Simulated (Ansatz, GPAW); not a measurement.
# Ballistic transport through methylbenzenedithiol between two Pd chains, from relaxation to T(E)

How well does methylbenzenedithiol between two Pd chains conduct once its atoms have relaxed, and how much do cheaper levels lose?

Main program and level: GPAW 26.7.0 and Ansatz 0.2.0; Ansatz plane waves; relaxation of the junction with the lead ends held; PAW set soft_1, in the first sound run; inputs show where later runs differ.

## 1. The structure

The cell holds 31 atoms: 16 Pd, 2 S, 7 C and 6 H. Cell: a = 16.615 Å, b = 11.420 Å, c = 45.495 Å, α = 90.0°, β = 90.0°, γ = 90.0°. Regions: left lead, 8 atoms (8 Pd); channel, 15 atoms (2 S, 7 C and 6 H); right lead, 8 atoms (8 Pd). Vacuum lies along a and b. The structure is stacked along c, and the current runs across the ab planes.

## 2. Relaxing the atoms

Transmission follows bond lengths closely, so the atoms between the held lead ends are relaxed first, from a slightly shaken start that lets symmetry break.

input.yaml

```yaml
crystal:
  lattice:
    - [16.6150897478, 0.0, 0.0]
    - [0.0, 11.4200692304, 0.0]
    - [0.0, 0.0, 45.4945122341]
  atoms:
    - { symbol: Pd, position: [0.5, 0.5, 0.0274758413] }
    - { symbol: Pd, position: [0.5, 0.5, 0.082427524] }
    - { symbol: Pd, position: [0.5, 0.5, 0.1373792067] }
    - { symbol: Pd, position: [0.5, 0.5, 0.1923308894] }
    - { symbol: Pd, position: [0.5, 0.5, 0.2472825721] }
    - { symbol: Pd, position: [0.5, 0.5, 0.3022342547] }
    - { symbol: Pd, position: [0.4992862489, 0.5006932923, 0.3575862901] }
    - { symbol: Pd, position: [0.4982446803, 0.5020166189, 0.4123058106] }
    - { symbol: S, position: [0.6096323547, 0.3854375993, 0.4312711573] }
    - { symbol: C, position: [0.6024870447, 0.3821471468, 0.470326997] }
    - { symbol: H, position: [0.4731499545, 0.3743076107, 0.4722770601] }
    - { symbol: H, position: [0.729860248, 0.3794521349, 0.4739286897] }
    - { symbol: C, position: [0.5300845927, 0.3708154864, 0.4838703225] }
    - { symbol: C, position: [0.6756733413, 0.3751992247, 0.4847695495] }
    - { symbol: C, position: [0.5278546397, 0.3624892366, 0.5139742838] }
    - { symbol: C, position: [0.6737097349, 0.3707728277, 0.5171087277] }
    - { symbol: H, position: [0.8033029139, 0.368271403, 0.5174409415] }
    - { symbol: H, position: [0.470391792, 0.3638777538, 0.5257146666] }
    - { symbol: C, position: [0.6009334639, 0.3653621102, 0.5322402333] }
    - { symbol: C, position: [0.7494224471, 0.3603260128, 0.5329213796] }
    - { symbol: H, position: [0.7598614229, 0.2835082218, 0.5458965589] }
    - { symbol: H, position: [0.7555345981, 0.4378349438, 0.547400554] }
    - { symbol: S, position: [0.5932547859, 0.3577512726, 0.5698908917] }
    - { symbol: Pd, position: [0.5003270269, 0.498298861, 0.5878756077] }
    - { symbol: Pd, position: [0.4979880403, 0.4998777039, 0.6423288916] }
    - { symbol: Pd, position: [0.5, 0.5, 0.6977657453] }
    - { symbol: Pd, position: [0.5, 0.5, 0.7527174279] }
    - { symbol: Pd, position: [0.5, 0.5, 0.8076691106] }
    - { symbol: Pd, position: [0.5, 0.5, 0.8626207933] }
    - { symbol: Pd, position: [0.5, 0.5, 0.917572476] }
    - { symbol: Pd, position: [0.5, 0.5, 0.9725241587] }
kpoints:
  mp_grid: { grid: [1, 1, 2] }
hamiltonian:
  xc: pbe
  pseudopotentials: { kind: paw, azcp: { folder: soft_1 } }
scf:
  occupations: { method: fermi_dirac, width: 0.1 }
relax:
  f_tol: 0.03
  max_steps: 80
  constraints: [{ sites: [0, 1, 2, 3, 4, 5, 25, 26, 27, 28, 29, 30] }]
```

Launch:

```console
ansatz run input.yaml --threads 4 --pin off --max-ram 8192MiB --backend cpu --events-out ev --progress --plain --runs-dir out
```

Numbers of over 12 decimals in the logs are rounded to 6 here.

Log:

```text
projector tables: rebuilt, as memory chose (as under --projector-tables rebuilt)
Engine: ansatz 0.2.0, aarch64-unknown-linux-gnu
Pseudopotentials: kind: paw
Pseudopotential: Pd, paw, valence charge 18, recommended cutoff 420 eV (normal), soft_1/Pd.paw.azcp
Pseudopotential: S, paw, valence charge 6, recommended cutoff 420 eV (normal), soft_1/S.paw.azcp
Pseudopotential: C, paw, valence charge 4, recommended cutoff 420 eV (normal), soft_1/C.paw.azcp
Pseudopotential: H, paw, valence charge 1, recommended cutoff 420 eV (normal), soft_1/H.paw.azcp
Functional definition: PBE
  parameter kappa = 0.804
  parameter beta = 0.066725
  exchange = pbe_x(kappa = kappa, mu = beta*pi^2/3)
  correlation = pbe_c(beta = beta)
Crystal: 31 atoms, lattice volume = 8632.378 Å³
Basis set: ecut = 420 eV, 168693 PW (Γ), exchange–correlation on 240×160×640 points (8 copies of the dense FFT grid, shifted against one another)
Bands: 201, of which v1, the nominal top of the filled ones, is band 167 counted from 1 (166 counted from 0)
Symmetry: 1 space group operations
Space group: P1 (ITA 1), of the structure as read, at distance tolerance 2.1e-4 Å
k-points: 2
Non-local potential: Pd, projectors of the file, l = 0: 2, l = 1: 2, l = 2: 2, l = 3: 1
Non-local potential: S, projectors of the file, l = 0: 2, l = 1: 2, l = 2: 1
Non-local potential: C, projectors of the file, l = 0: 2, l = 1: 2, l = 2: 1
Non-local potential: H, projectors of the file, l = 0: 2, l = 1: 1
PAW form: soft (Blöchl's): semilocal exchange-correlation on the pseudo side does not see the compensation charge
PAW one-centre angular grid: Pd, 590 points (default); XC on 64 Gauss nodes
PAW one-centre angular grid: S, 110 points (default); XC on 64 Gauss nodes
PAW one-centre angular grid: C, 110 points (default); XC on 64 Gauss nodes
PAW one-centre angular grid: H, 110 points (default); XC on 64 Gauss nodes
Initial density: superposition of atomic densities (neutral atoms: chi_scale 0, normalization atom)
Initial wavefunctions: pseudopotential atomic-orbital guess
Functional: x = pbe(κ = 0.804, μ = 0.219515), c = pbe(β = 0.066725)
SCF iter   1: F=—  HF=-115219.911295 eV  |F-HF|=—  |Δ(HF+E_count)|=         —  Δρ=3.90e-2  dr2=3.21e2  ethr=3.10e-3  ⟨swp⟩=19.0  Hψ=2978  notcnv=0
preconditioner: auto → LDOS  [metal: Δε(μ)=0.036 eV  Ē_g=4.197 eV  σ=0.100 eV  W_gap=0.09  n_scr=570 (ndim 8)  ℏωp=5.5 eV  f_vac=0.873  D(μ)=33.09/eV (n_scr^D=90)  β→1.0]
SCF iter   2: F=—  HF=-115311.152687 eV  |F-HF|=—  |Δ(HF+E_count)|=    9.12e1  Δρ=5.60e-2  dr2=2.11e3  ethr=3.10e-3  ⟨swp⟩=20.0  Hψ=2976  notcnv=0  defer=2  recentre
SCF iter   3: F=—  HF=-115190.002672 eV  |F-HF|=—  |Δ(HF+E_count)|=    1.21e2  Δρ=1.46e-2  dr2=6.28e1  ethr=3.10e-3  ⟨swp⟩=6.5  Hψ=1745  notcnv=0  defer=10
SCF iter   4: F=—  HF=-115184.494418 eV  |F-HF|=—  |Δ(HF+E_count)|=    5.51e0  Δρ=6.38e-3  dr2=6.60e0  ethr=3.10e-3  ⟨swp⟩=4.5  Hψ=757  notcnv=0  defer=15
SCF iter   5: F=—  HF=-115183.263937 eV  |F-HF|=—  |Δ(HF+E_count)|=    1.23e0  Δρ=2.97e-3  dr2=1.89e0  ethr=1.98e-3  ⟨swp⟩=3.5  Hψ=737  notcnv=0  defer=19
SCF iter   6: F=—  HF=-115183.097284 eV  |F-HF|=—  |Δ(HF+E_count)|=   1.67e-1  Δρ=1.80e-3  dr2=8.57e-1  ethr=5.64e-4  ⟨swp⟩=3.0  Hψ=703  notcnv=0  defer=22
SCF iter   7: F=—  HF=-115183.053471 eV  |F-HF|=—  |Δ(HF+E_count)|=   4.38e-2  Δρ=1.04e-3  dr2=2.77e-1  ethr=2.57e-4  ⟨swp⟩=2.0  Hψ=421  notcnv=0  defer=22
SCF iter   8: F=—  HF=-115183.040491 eV  |F-HF|=—  |Δ(HF+E_count)|=   1.30e-2  Δρ=4.00e-4  dr2=2.78e-2  ethr=8.30e-5  ⟨swp⟩=2.5  Hψ=731  notcnv=0  defer=21
SCF iter   9: F=—  HF=-115183.041931 eV  |F-HF|=—  |Δ(HF+E_count)|=   1.44e-3  Δρ=2.10e-4  dr2=9.68e-3  ethr=8.32e-6  ⟨swp⟩=2.0  Hψ=444  notcnv=0  defer=21
SCF iter  10: F=—  HF=-115183.042808 eV  |F-HF|=—  |Δ(HF+E_count)|=   8.77e-4  Δρ=1.05e-4  dr2=2.04e-3  ethr=2.90e-6  ⟨swp⟩=2.0  Hψ=468  notcnv=0  defer=21
SCF iter  11: F=—  HF=-115183.042912 eV  |F-HF|=—  |Δ(HF+E_count)|=   1.04e-4  Δρ=4.86e-5  dr2=4.31e-4  ethr=6.12e-7  ⟨swp⟩=2.0  Hψ=525  notcnv=0  defer=21
SCF iter  12: F=—  HF=-115183.043039 eV  |F-HF|=—  |Δ(HF+E_count)|=   1.27e-4  Δρ=2.28e-5  dr2=7.88e-5  ethr=1.29e-7  ⟨swp⟩=1.5  Hψ=379  notcnv=0  defer=21
SCF iter  13: F=-115183.043073 eV  HF=-115183.043069 eV  |F-HF|=3.96e-6  |Δ(HF+E_count)|=   2.98e-5  Δρ=9.77e-6  dr2=1.78e-5  ethr=6.74e-9  ⟨swp⟩=5.0  Hψ=1349  notcnv=0
SCF 1 converged in 13 iterations: F = -115183.043073 eV  dr2 = 1.78e-5
  greatest PAW one-centre occupation: 1.000 electrons in one spin orbital (limit 2), on the Pd atom at site 23 (counted from 0), in its partial waves of l = 0
relax step   1: F+E_penalty+E_count = -115183.04307296 eV  Δ(F+E_penalty+E_count) = +0.000e0 eV  max|allowed force component| = 4.564e0 eV/Å  Δτ_max = 0.0000 Å  (13 SCF iters, dr2 threshold 2.25e-5 eV, accepted)
Initial density: handed on by an earlier stage of this run
Initial wavefunctions: those handed on with the density
iter 1 solved again at ethr=1.04e-3 eV; its pass at ethr=3.10e-3 eV (dr2=3.47e0 eV) is discarded
SCF iter   1: F=—  HF=-115184.132980 eV  |F-HF|=—  |Δ(HF+E_count)|=         —  Δρ=4.42e-3  dr2=3.46e0  ethr=1.04e-3  ⟨swp⟩=1.0  Hψ=1540  notcnv=0  defer=26
preconditioner: auto → LDOS  [metal: Δε(μ)=0.049 eV  Ē_g=5.192 eV  σ=0.100 eV  W_gap=0.12  n_scr=570 (ndim 8)  ℏωp=5.7 eV  f_vac=0.871  D(μ)=51.92/eV (n_scr^D=164)  β→1.0]
SCF iter   2: F=—  HF=-115183.983348 eV  |F-HF|=—  |Δ(HF+E_count)|=   1.50e-1  Δρ=1.81e-3  dr2=3.86e-1  ethr=1.04e-3  ⟨swp⟩=4.0  Hψ=710  notcnv=0  defer=26
SCF iter   3: F=—  HF=-115183.872463 eV  |F-HF|=—  |Δ(HF+E_count)|=   1.11e-1  Δρ=5.97e-4  dr2=6.09e-2  ethr=1.16e-4  ⟨swp⟩=3.0  Hψ=966  notcnv=0  defer=29
SCF iter   4: F=—  HF=-115183.867931 eV  |F-HF|=—  |Δ(HF+E_count)|=   4.53e-3  Δρ=2.06e-4  dr2=8.33e-3  ethr=1.82e-5  ⟨swp⟩=2.0  Hψ=491  notcnv=0  defer=28
SCF iter   5: F=—  HF=-115183.868734 eV  |F-HF|=—  |Δ(HF+E_count)|=   8.03e-4  Δρ=1.14e-4  dr2=2.54e-3  ethr=2.49e-6  ⟨swp⟩=2.0  Hψ=446  notcnv=0  defer=28
SCF iter   6: F=—  HF=-115183.869167 eV  |F-HF|=—  |Δ(HF+E_count)|=   4.33e-4  Δρ=6.20e-5  dr2=6.07e-4  ethr=7.61e-7  ⟨swp⟩=2.0  Hψ=459  notcnv=0  defer=28
SCF iter   7: F=—  HF=-115183.869213 eV  |F-HF|=—  |Δ(HF+E_count)|=   4.58e-5  Δρ=2.77e-5  dr2=1.35e-4  ethr=1.82e-7  ⟨swp⟩=2.0  Hψ=464  notcnv=0  defer=28
SCF iter   8: F=-115183.869291 eV  HF=-115183.869292 eV  |F-HF|=5.41e-7  |Δ(HF+E_count)|=   7.91e-5  Δρ=1.14e-5  dr2=2.49e-5  ethr=2.99e-8  ⟨swp⟩=3.0  Hψ=1217  notcnv=0
SCF 2 converged in 8 iterations: F = -115183.869291 eV  dr2 = 2.49e-5
[...]
relax step  13: F+E_penalty+E_count = -115184.42822081 eV  Δ(F+E_penalty+E_count) = -3.206e-3 eV  max|allowed force component| = 6.915e-2 eV/Å  Δτ_max = 0.1958 Å  (12 SCF iters, accepted)
relax step  14: F+E_penalty+E_count = -115184.42962273 eV  Δ(F+E_penalty+E_count) = -1.402e-3 eV  max|allowed force component| = 6.547e-2 eV/Å  Δτ_max = 0.0939 Å  (8 SCF iters, dr2 threshold 4.78e-6 eV, accepted)
relax step  15: F+E_penalty+E_count = -115184.43093538 eV  Δ(F+E_penalty+E_count) = -1.313e-3 eV  max|allowed force component| = 3.666e-2 eV/Å  Δτ_max = 0.0982 Å  (8 SCF iters, dr2 threshold 3.84e-6 eV, accepted)
relax step  16: F+E_penalty+E_count = -115184.43160249 eV  Δ(F+E_penalty+E_count) = -6.671e-4 eV  max|allowed force component| = 2.338e-2 eV/Å  Δτ_max = 0.0801 Å  (10 SCF iters, accepted)
relax step  17: F+E_penalty+E_count = -115184.43209182 eV  Δ(F+E_penalty+E_count) = -4.893e-4 eV  max|allowed force component| = 2.230e-2 eV/Å  Δτ_max = 0.0770 Å  (9 SCF iters, accepted)
relax step  18: F+E_penalty+E_count = -115184.43237850 eV  Δ(F+E_penalty+E_count) = -2.867e-4 eV  max|allowed force component| = 2.450e-2 eV/Å  Δτ_max = 0.0630 Å  (9 SCF iters, accepted)
SCF iter   1: F=—  HF=-115184.444868 eV  |F-HF|=—  |Δ(HF+E_count)|=         —  Δρ=9.97e-4  dr2=5.59e-2  ethr=1.78e-4  ⟨swp⟩=3.0  Hψ=890  notcnv=0  defer=24
preconditioner: auto → LDOS  [metal: Δε(μ)=0.034 eV  Ē_g=5.255 eV  σ=0.100 eV  W_gap=0.08  n_scr=570 (ndim 8)  ℏωp=5.7 eV  f_vac=0.871  D(μ)=52.71/eV (n_scr^D=164)  β→1.0]
SCF iter   2: F=—  HF=-115184.437204 eV  |F-HF|=—  |Δ(HF+E_count)|=   7.66e-3  Δρ=3.91e-4  dr2=1.96e-2  ethr=1.67e-5  ⟨swp⟩=3.0  Hψ=832  notcnv=0  defer=24
SCF iter   3: F=—  HF=-115184.432297 eV  |F-HF|=—  |Δ(HF+E_count)|=   4.91e-3  Δρ=8.81e-5  dr2=8.49e-4  ethr=5.87e-6  ⟨swp⟩=3.0  Hψ=657  notcnv=0  defer=24
SCF iter   4: F=—  HF=-115184.432244 eV  |F-HF|=—  |Δ(HF+E_count)|=   5.28e-5  Δρ=3.21e-5  dr2=1.35e-4  ethr=2.54e-7  ⟨swp⟩=3.0  Hψ=712  notcnv=0  defer=24
SCF iter   5: F=—  HF=-115184.432309 eV  |F-HF|=—  |Δ(HF+E_count)|=   6.44e-5  Δρ=1.33e-5  dr2=3.22e-5  ethr=4.05e-8  ⟨swp⟩=2.0  Hψ=576  notcnv=0  defer=24
SCF iter   6: F=—  HF=-115184.432551 eV  |F-HF|=—  |Δ(HF+E_count)|=   2.43e-4  Δρ=9.33e-6  dr2=1.08e-5  ethr=9.64e-9  ⟨swp⟩=2.0  Hψ=502  notcnv=0  defer=24
SCF iter   7: F=—  HF=-115184.432561 eV  |F-HF|=—  |Δ(HF+E_count)|=   9.62e-6  Δρ=3.46e-6  dr2=2.09e-6  ethr=3.25e-9  ⟨swp⟩=2.0  Hψ=475  notcnv=0  defer=24
SCF iter   8: F=—  HF=-115184.432564 eV  |F-HF|=—  |Δ(HF+E_count)|=   2.55e-6  Δρ=1.57e-6  dr2=4.27e-7  ethr=6.27e-10  ⟨swp⟩=2.0  Hψ=480  notcnv=0  defer=24
SCF iter   9: F=—  HF=-115184.432564 eV  |F-HF|=—  |Δ(HF+E_count)|=   8.12e-7  Δρ=8.23e-7  dr2=1.22e-7  ethr=2.99e-11  ⟨swp⟩=4.5  Hψ=1331  notcnv=0
SCF iter  10: F=-115184.432565 eV  HF=-115184.432565 eV  |F-HF|=1.08e-7  |Δ(HF+E_count)|=   2.48e-7  Δρ=4.46e-7  dr2=3.50e-8  ethr=2.99e-11  ⟨swp⟩=4.0  Hψ=1095  notcnv=0
SCF 19 converged in 10 iterations: F = -115184.432565 eV  dr2 = 3.50e-8
relax step  19: F+E_penalty+E_count = -115184.43256482 eV  Δ(F+E_penalty+E_count) = -1.863e-4 eV  max|allowed force component| = 2.042e-2 eV/Å  Δτ_max = 0.0414 Å  (10 SCF iters, accepted)
SCF converged after 10 iterations
Free energy (F): -115184.432565 eV
Harris-Foulkes:  -115184.432565 eV  (|F-HF|=1.08e-7)
Internal energy: -115182.766363 eV  (E = F + TS)
E sigma→0 (E₀):  -115183.599464 eV
Entropy (-TS):   -1.666201 eV (-53.748 meV/atom)
Fermi energy:    -4.305970 eV
--- Per-component energies (eV) ---
  E_band       = -9350.582982
  E_kinetic    = 8112.958689
  E_local      = -139369.408375  (includes V_loc(G=0)·N_el)
  E_nonlocal   = 6209.373866
  E_hartree    = 63020.816187
  E_xc         = -2725.655680
  E_vxc        = -3368.528451  (∫ρ·V_xc dr)
  E_paw        = -62937.049038  (= ΣΔE_a)
  E_vpaw       = -6976.610289  (= ΣTr[D̂ρ^β])
  E_aug_tail   = -0.002620  (compensation charges beyond the density's cutoff)
  E_ewald      = 12506.200608
  E_smearing   = -1.666201  (= −TS)
  E_closure    = 0.000000  (closes the sum)
  Σ components = -115184.432565   (vs F -115184.432565, Δ=0.00e0)
--- Forces (eV/Å), atoms counted from 1 ---
  atom   1  Pd     0.00011779    -0.00015719    -0.00758597
  atom   2  Pd     0.00118547    -0.00068612     0.00939812
  atom   3  Pd     0.00452974    -0.00275508    -0.01762039
  atom   4  Pd     0.01279684    -0.00769001     0.03198100
  atom   5  Pd     0.01722895    -0.00953356     0.09338777
  atom   6  Pd    -0.03803846     0.02253318    -0.15916179
  atom   7  Pd     0.00077539     0.00175172    -0.00169692
  atom   8  Pd    -0.00319669     0.00056064    -0.00055085
  atom   9  S      0.00286539     0.00199988     0.00295691
  atom  10  C     -0.00325093    -0.01482756     0.00062702
  atom  11  H      0.00406373     0.00009451     0.00374580
  atom  12  H     -0.00330394     0.00127059     0.00096638
  atom  13  C      0.00357612     0.00379545    -0.00691880
  atom  14  C      0.00415229     0.00588799    -0.00110491
  atom  15  C     -0.00252656    -0.00237712     0.00740254
  atom  16  C     -0.00322810    -0.00466793    -0.00570309
  atom  17  H     -0.02041743     0.00803549     0.01835982
  atom  18  H      0.00254358    -0.00412049    -0.00261971
  atom  19  C      0.00765125     0.00886462     0.00538075
  atom  20  C      0.01582253    -0.00944265     0.00414979
  atom  21  H      0.00776858     0.01585454    -0.01132105
  atom  22  H     -0.00596231    -0.01708909    -0.00887339
  atom  23  S     -0.00114876     0.00086123    -0.00670283
  atom  24  Pd    -0.00168276    -0.00134350    -0.00012887
  atom  25  Pd     0.00178286     0.00006228    -0.00168908
  atom  26  Pd    -0.03951429     0.02191946     0.16359279
  atom  27  Pd     0.01669606    -0.00837943    -0.09319492
  atom  28  Pd     0.01272272    -0.00704962    -0.03357275
  atom  29  Pd     0.00463865    -0.00260674     0.01860865
  atom  30  Pd     0.00121545    -0.00062363    -0.00962105
  atom  31  Pd     0.00013045    -0.00012741     0.00748997
  max |Σ_I F_I| component: 1.91e-5 eV/Å
--- Relaxed structure (19 steps of the walk, 19 accepted, 0 SCFs on fresh bases) ---
  F+E_penalty+E_count = -115184.43256482 eV   max|allowed force component| = 2.042e-2 eV/Å
  atoms:
    - { symbol: Pd, position: [0.5, 0.5, 0.027476] }
    - { symbol: Pd, position: [0.5, 0.5, 0.082428] }
    - { symbol: Pd, position: [0.5, 0.5, 0.1373792067] }
    - { symbol: Pd, position: [0.5, 0.5, 0.192331] }
    - { symbol: Pd, position: [0.5, 0.5, 0.247283] }
    - { symbol: Pd, position: [0.5, 0.5, 0.302234] }
    - { symbol: Pd, position: [0.551215, 0.457472, 0.352657] }
    - { symbol: Pd, position: [0.494149, 0.504144, 0.404230] }
    - { symbol: S, position: [0.594948, 0.442257, 0.431151] }
    - { symbol: C, position: [0.584721, 0.448954, 0.469042] }
    - { symbol: H, position: [0.463164, 0.517082, 0.473988] }
    - { symbol: H, position: [0.705840, 0.380824, 0.472581] }
    - { symbol: C, position: [0.516934, 0.487214, 0.485507] }
    - { symbol: C, position: [0.653449, 0.410404, 0.485011] }
    - { symbol: C, position: [0.518987, 0.486460, 0.515872] }
    - { symbol: C, position: [0.656963, 0.408899, 0.515377] }
    - { symbol: H, position: [0.777576, 0.340830, 0.514301] }
    - { symbol: H, position: [0.466562, 0.516000, 0.528271] }
    - { symbol: C, position: [0.587879, 0.447882, 0.531792] }
    - { symbol: C, position: [0.732077, 0.367158, 0.530479] }
    - { symbol: H, position: [0.719528, 0.292113, 0.544926] }
    - { symbol: H, position: [0.757829, 0.436012, 0.544532] }
    - { symbol: S, position: [0.596633, 0.443518, 0.569744] }
    - { symbol: Pd, position: [0.493708, 0.505713, 0.595665] }
    - { symbol: Pd, position: [0.551333, 0.460399, 0.647231] }
    - { symbol: Pd, position: [0.5, 0.5, 0.697766] }
    - { symbol: Pd, position: [0.5, 0.5, 0.752717] }
    - { symbol: Pd, position: [0.5, 0.5, 0.807669] }
    - { symbol: Pd, position: [0.5, 0.5, 0.862621] }
    - { symbol: Pd, position: [0.5, 0.5, 0.917572] }
    - { symbol: Pd, position: [0.5, 0.5, 0.972524] }
```

Run time: 22 min. Hardware: 4 threads of Arm Neoverse V2, shared host; peak memory 7.4 GiB.

Step by step:

```
step  energy less that of the first step (eV)  largest force component (eV/Å)
   1                                   0.0000                          4.5645
   2                                  -0.8262                          2.1798
   3                                  -1.0219                          1.1129
   4                                  -1.1228                          0.1484
   5                                  -1.1903                          0.1785
   6                                  -1.2536                          0.1168
   7                                  -1.3181                          0.0965
   8                                  -1.3500                          0.2198
   9                                  -1.3640                          0.1750
  10                                  -1.3703                          0.0982
  11                                  -1.3763                          0.0501
  12                                  -1.3819                          0.0544
  13                                  -1.3851                          0.0691
  14                                  -1.3866                          0.0655
  15                                  -1.3879                          0.0367
  16                                  -1.3885                          0.0234
  17                                  -1.3890                          0.0223
  18                                  -1.3893                          0.0245
  19                                  -1.3895                          0.0204
```

The atoms that moved most (Å):

```
atom      dx      dy      dz  length
 H18  -0.064   1.737   0.116   1.742
 H11  -0.166   1.630   0.078   1.641
 C15  -0.147   1.416   0.086   1.426
 C13  -0.218   1.329   0.074   1.349
Pd25   0.886  -0.451   0.223   1.019
 Pd7   0.863  -0.494  -0.224   1.019
 S23   0.056   0.979  -0.007   0.981
 C19  -0.217   0.942  -0.020   0.967
```

Numbers from this step:

```
free energy         : -115184.4326 eV
smearing term TS    : 1.666 eV
symmetry operations : 1
```

The relaxation lowered the energy of the cell by 1.39 eV.

[end of part 1 of 3]

[Logs are printed without paths, hosts, clocks, repeated set-up lines and the standing remarks that a program may print on its own settings, such as how far it seeks lower states.]

[Hosts, paths, dates, database ids (printed as entryN), source tags and the programs' standing remarks are cut or masked in the printed files.]
